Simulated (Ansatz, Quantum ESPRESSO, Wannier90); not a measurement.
# Ballistic channels from Wannier functions: straight Li chain, spacing 2.95 Å, part 2 of 5

Wanted: localised orbitals and the quantum conductance of this wire: straight Li chain, spacing 2.95 Å.

Quantum ESPRESSO 7.5 and Wannier90 3.1.0; plane-wave DFT, PBE, GBRV ultrasoft pseudopotentials; cross-check by Ansatz 0.2.0 with PAW datasets.

So far. Step 2 (SCF with pw.x): The run needed 9 iterations to bring the estimated error under 1e-07 Ry.

**4. Neighbour list from wannier90 -pp**

Level of this step: maximally localised Wannier functions and ballistic conductance; plane-wave DFT, PBE, GBRV ultrasoft pseudopotentials (Wannier90).

The .win file sets projections and windows: states in the frozen window are kept exactly, the outer window gives room to disentangle.

wan.win reads:

```
num_wann = 1
num_bands = 8
num_iter = 200
num_print_cycles = 20
conv_tol = 1e-8
conv_window = 5
guiding_centres = true
dis_num_iter = 1500
dis_conv_tol = 1e-8
dis_win_min = -13.8215
dis_win_max = 6.1785
dis_froz_max = -1.3215
search_shells = 120
fermi_energy = -2.8215

transport = true
transport_mode = bulk
one_dim_axis = z
dist_cutoff = 17.6
dist_cutoff_mode = one_dim
tran_win_min = -4.0
tran_win_max = 2.0
tran_energy_step = 0.02

bands_plot = true
bands_num_points = 96
begin kpoint_path
G 0.0 0.0 0.0 Z 0.0 0.0 0.5
end kpoint_path

begin projections
Li:s
end projections

begin unit_cell_cart
ang
  8.0000000000 0.0000000000 0.0000000000
  0.0000000000 8.0000000000 0.0000000000
  0.0000000000 0.0000000000 2.9500000000
end unit_cell_cart

begin atoms_frac
  Li 0.0000000000 0.0000000000 0.0000000000
end atoms_frac

mp_grid = 1 1 12
begin kpoints
  0.0 0.0 0.0000000000
  0.0 0.0 0.0833333333
  0.0 0.0 0.1666666667
  0.0 0.0 0.2500000000
  0.0 0.0 0.3333333333
  0.0 0.0 0.4166666667
  0.0 0.0 0.5000000000
  0.0 0.0 0.5833333333
  0.0 0.0 0.6666666667
  0.0 0.0 0.7500000000
  0.0 0.0 0.8333333333
  0.0 0.0 0.9166666667
end kpoints
```

On the command line:

```
> OMP_NUM_THREADS=1 wannier90.x -pp wan > wan.pp.log
```

The log of the run:

```text
+---------------------------------------------------+
             |                                                   |
             |                   WANNIER90                       |
             |                                                   |
             +---------------------------------------------------+
             |                                                   |
             |        Welcome to the Maximally-Localized         |
             |        Generalized Wannier Functions code         |
             |                             |
             |                                                   |
             |                                                   |
             |  Wannier90 Developer Group:                       |
             |    Giovanni Pizzi    (EPFL)                       |
             |    Valerio Vitale    (Cambridge)                  |
             |    David Vanderbilt  (Rutgers University)         |
             |    Nicola Marzari    (EPFL)                       |
             |    Ivo Souza         (Universidad del Pais Vasco) |
             |    Arash A. Mostofi  (Imperial College London)    |
             |    Jonathan R. Yates (University of Oxford)       |
             |                                                   |
             |  For the full list of Wannier90 3.x authors,      |
             |  please check the code documentation and the      |
             |  README on the GitHub page of the code            |
             |                                                   |
             |                                                   |
             |  Please cite                                      |
             |                                                   |
             |  [ref] "Wannier90 as a community code:            |
             |        new features and applications",            |
             |        G. Pizzi et al., J. Phys. Cond. Matt. 32,  |
             |        165902 (2020).                             |
             |            |
             |                                                   |
             |  in any publications arising from the use of      |
             |  this code. For the method please cite            |
             |                                                   |
             |  [ref] "Maximally Localized Generalised Wannier   |
             |         Functions for Composite Energy Bands"     |
             |         N. Marzari and D. Vanderbilt              |
             |         Phys. Rev. B 56 12847 (1997)              |
             |                                                   |
             |  [ref] "Maximally Localized Wannier Functions     |
             |         for Entangled Energy Bands"               |
             |         I. Souza, N. Marzari and D. Vanderbilt    |
             |         Phys. Rev. B 65 035109 (2001)             |
             |                                                   |
             |                                                   |
             | Copyright (c) 1996-2020                           |
             |        The Wannier90 Developer Group and          |
             |        individual contributors                    |
             |                                                   |
             |      Release: 3.1.0        5th March    2020      |
             |                                                   |
             | This program is free software; you can            |
             | redistribute it and/or modify it under the terms  |
             | of the GNU General Public License as published by |
             | the Free Software Foundation; either version 2 of |
             | the License, or (at your option) any later version|
             |                                                   |
             | This program is distributed in the hope that it   |
             | will be useful, but WITHOUT ANY WARRANTY; without |
             | even the implied warranty of MERCHANTABILITY or   |
             | FITNESS FOR A PARTICULAR PURPOSE. See the GNU     |
             | General Public License for more details.          |
             |                                                   |
             | You should have received a copy of the GNU General|
             | Public License along with this program; if not,   |
             | write to the Free Software Foundation, Inc.,      |
             | 675 Mass Ave, Cambridge, MA 02139, USA.           |
             |                                                   |
             +---------------------------------------------------+
[date or host left out]
             +---------------------------------------------------+

 ******************************************************************************
 * -> Using CODATA 2006 constant values                                       *
 *    (                      *
 * -> Using Bohr value from CODATA                                            *
 ******************************************************************************

 Running in serial (with parallel executable)

                                    ------
                                    SYSTEM
                                    ------

                              Lattice Vectors (Ang)
                    a_1     8.000000   0.000000   0.000000
                    a_2     0.000000   8.000000   0.000000
                    a_3     0.000000   0.000000   2.950000

                   Unit Cell Volume:     188.80000  (Ang^3)

                        Reciprocal-Space Vectors (Ang^-1)
                    b_1     0.785398   0.000000   0.000000
                    b_2     0.000000   0.785398   0.000000
                    b_3     0.000000   0.000000   2.129893

 *----------------------------------------------------------------------------*
 |   Site       Fractional Coordinate          Cartesian Coordinate (Ang)     |
 +----------------------------------------------------------------------------+
 | Li   1   0.00000   0.00000   0.00000   |    0.00000   0.00000   0.00000    |
 *----------------------------------------------------------------------------*
                                ------------
                                K-POINT GRID
                                ------------

             Grid size =  1 x  1 x 12      Total points =   12

 *---------------------------------- MAIN ------------------------------------*
 |  Number of Wannier Functions               :                 1             |
 |  Number of Objective Wannier Functions     :                 1             |
[...]
|  Write on-site energies <0n|H|0n> to file  :                 F             |
 |  Use guiding centre to control phases      :                 T             |
 |  Use phases for initial projections        :                 F             |
 |  Iterations before starting guiding centres:                 0             |
 |  Iterations between using guiding centres  :                 1             |
 *----------------------------------------------------------------------------*
 *------------------------------- DISENTANGLE --------------------------------*
 |  Using band disentanglement                :                 T             |
 |  Total number of iterations                :              1500             |
 |  Mixing ratio                              :             0.500             |
 |  Convergence tolerence                     :         1.000E-08             |
 |  Convergence window                        :                 3             |
 *----------------------------------------------------------------------------*
 *-------------------------------- PLOTTING ----------------------------------*
 |  Plotting interpolated bandstructure       :                 T             |
 |   Number of K-path sections                :                 1             |
 |   Divisions along first K-path section     :                96             |
 |   Output format                            :           gnuplot             |
 |   Output mode                              :               s-k             |
 *----------------------------------------------------------------------------*
 |   K-space path sections:                                                   |
 |    From: G       0.000  0.000  0.000     To: Z       0.000  0.000  0.500   |
 *----------------------------------------------------------------------------*
 *------------------------------- TRANSPORT ----------------------------------*
 |  Transport mode                            :              bulk             |
 |   Hamiltonian from external files          :                 F             |
 |   System extended in                       :                 z             |
 |   Centre of the unit cell to which WF are translated (fract. coords):      |
 |                                       0.000000,    0.000000,    0.000000   |
 |  Fermi energy (eV)                         :            -2.821             |
 *----------------------------------------------------------------------------*
 Time to read parameters        0.004 (sec)

 *---------------------------------- K-MESH ----------------------------------*
 +----------------------------------------------------------------------------+
 |                    Distance to Nearest-Neighbour Shells                    |
 |                    ------------------------------------                    |
 |          Shell             Distance (Ang^-1)          Multiplicity         |
 |          -----             -----------------          ------------         |
 |             1                   0.177491                      2            |
 |             2                   0.354982                      2            |
 |             3                   0.532473                      2            |
 |             4                   0.709964                      2            |
 |             5                   0.785398                      4            |
 |             6                   0.805204                      8            |
 |             7                   0.861895                      8            |
 |             8                   0.887456                      2            |
 |             9                   0.948883                      8            |
 |            10                   1.058726                      8            |
 |            11                   1.064947                      2            |
 |            12                   1.110721                      4            |
 |            13                   1.124813                      8            |
 |            14                   1.166067                      8            |
 |            15                   1.185085                      8            |
 |            16                   1.231758                      8            |
[...]
|           113                   2.946463                      8            |
 |           114                   2.949909                      8            |
 |           115                   2.953008                     16            |
 |           116                   2.957478                      8            |
 |           117                   2.967597                     16            |
 |           118                   3.017349                      2            |
 |           119                   3.025420                     16            |
 |           120                   3.042837                     16            |
 +----------------------------------------------------------------------------+
 | The b-vectors are chosen automatically                                     |
 | The following shells are used:   1,  5                                     |
 +----------------------------------------------------------------------------+
 |                        Shell   # Nearest-Neighbours                        |
 |                        -----   --------------------                        |
 |                          1               2                                 |
 |                          5               4                                 |
 +----------------------------------------------------------------------------+
 | Completeness relation is fully satisfied [Eq. (B1), PRB 56, 12847 (1997)]  |
 +----------------------------------------------------------------------------+
 |                  b_k Vectors (Ang^-1) and Weights (Ang^2)                  |
 |                  ----------------------------------------                  |
 |            No.         b_k(x)      b_k(y)      b_k(z)        w_b           |
 |            ---        --------------------------------     --------        |
 |             1         0.000000    0.000000    0.177491    15.871457        |
 |             2         0.000000    0.000000   -0.177491    15.871457        |
 |             3         0.785398    0.000000    0.000000     0.810569        |
 |             4         0.000000    0.785398    0.000000     0.810569        |
 |             5         0.000000   -0.785398    0.000000     0.810569        |
 |             6        -0.785398    0.000000    0.000000     0.810569        |
 +----------------------------------------------------------------------------+
 |                           b_k Directions (Ang^-1)                          |
 |                           -----------------------                          |
 |            No.           x           y           z                         |
 |            ---        --------------------------------                     |
 |             1         0.000000    0.000000    0.177491                     |
 |             2         0.785398    0.000000    0.000000                     |
 |             3         0.000000    0.785398    0.000000                     |
 +----------------------------------------------------------------------------+

 Time to get kmesh              0.012 (sec)
 *============================================================================*
 |                              MEMORY ESTIMATE                               |
 |         Maximum RAM allocated during each phase of the calculation         |
 *============================================================================*
 |                        Disentanglement            0.11 Mb                  |
 |                            Wannierise:            0.01 Mb                  |
 |                          plot_wannier:            0.01 Mb                  |
 *----------------------------------------------------------------------------*

 Starting a new Wannier90 calculation ...

 Time to write kmesh            0.016 (sec)

 Exiting... wan.nnkp written.
```

Run time: 0.76 s. Hardware: 1 MPI rank of AMD EPYC 7R43, shared host; peak memory 0.08 GiB.

**5. Overlaps and projections**

pw2wannier90.x computes the overlaps between neighbouring k-points and the projections.

wan.p2w.in reads:

```
&inputpp
  prefix = 'nscf'
  outdir = './out'
  seedname = 'wan'
  write_mmn = .true.
  write_amn = .true.
  write_unk = .false.
/
```

On the command line:

```
> OMP_NUM_THREADS=1 mpirun -n 2 pw2wannier90.x -in wan.p2w.in > wan.p2w.out
```

The log of the run:

```text
[banner, memory and clock lines left out]
Program PW2WANNIER v.7.5 starts

          URL

     Reading nscf_save data

     ./out/nscf.save/

     IMPORTANT: XC functional enforced from input :
     Exchange-correlation= PBE
                           (   1   4   3   4   0   0   0)
     Any further DFT definition will be discarded
     Please, verify this is what you really want

     Reading collected, re-writing distributed wavefunctions

      Spin CASE ( default = unpolarized )

  Wannier mode is: standalone

  -----------------
  *** Reading nnkp
  -----------------

  Checking info from wannier.nnkp file

  - Real lattice is ok
  - Reciprocal lattice is ok
  - K-points are ok
  - Number of wannier functions is ok (  1)
  - All guiding functions are given

  Projections:
    0.000000    0.000000    0.000000  0  1  1    1.000000

  Reading data about k-point neighbours

  All neighbours are found

  Opening pp-files

  *** Compute  A projections

  Number of local k points =       12
       1       2       3       4       5       6       7       8       9      10
      11      12
  AMN calculated

  ---------------
  *** Compute  M
  ---------------

  Number of local k points =       12
       1       2       3       4       5       6       7       8       9      10
      11      12
  MMN calculated

  *** Orbital terms are not computed

  *** SHC terms are not computed

  ----------------
  *** Write bands
  ----------------

  *** Plot info is not printed

  *** Parity info is not printed

  ------------
  *** Stop pp
  ------------

     Internal routines:
```

Run time: 2.4 s. Hardware: 2 MPI ranks; peak memory 0.11 GiB; 4.3 s of CPU time.

[end of part 2 of 5]

[Logs are printed without paths, hosts, clocks, repeated set-up lines and the standing remarks that a program may print on its own settings, such as how far it seeks lower states.]

[Hosts, paths, dates, database ids (printed as entryN), source tags and the programs' standing remarks are cut or masked in the printed files.]

[Maps of the electrostatic potential energy from Ansatz leave out the sawtooth potential of an applied field or a dipole correction, so their vacuum need not be flat; planar profiles and work functions include it.]
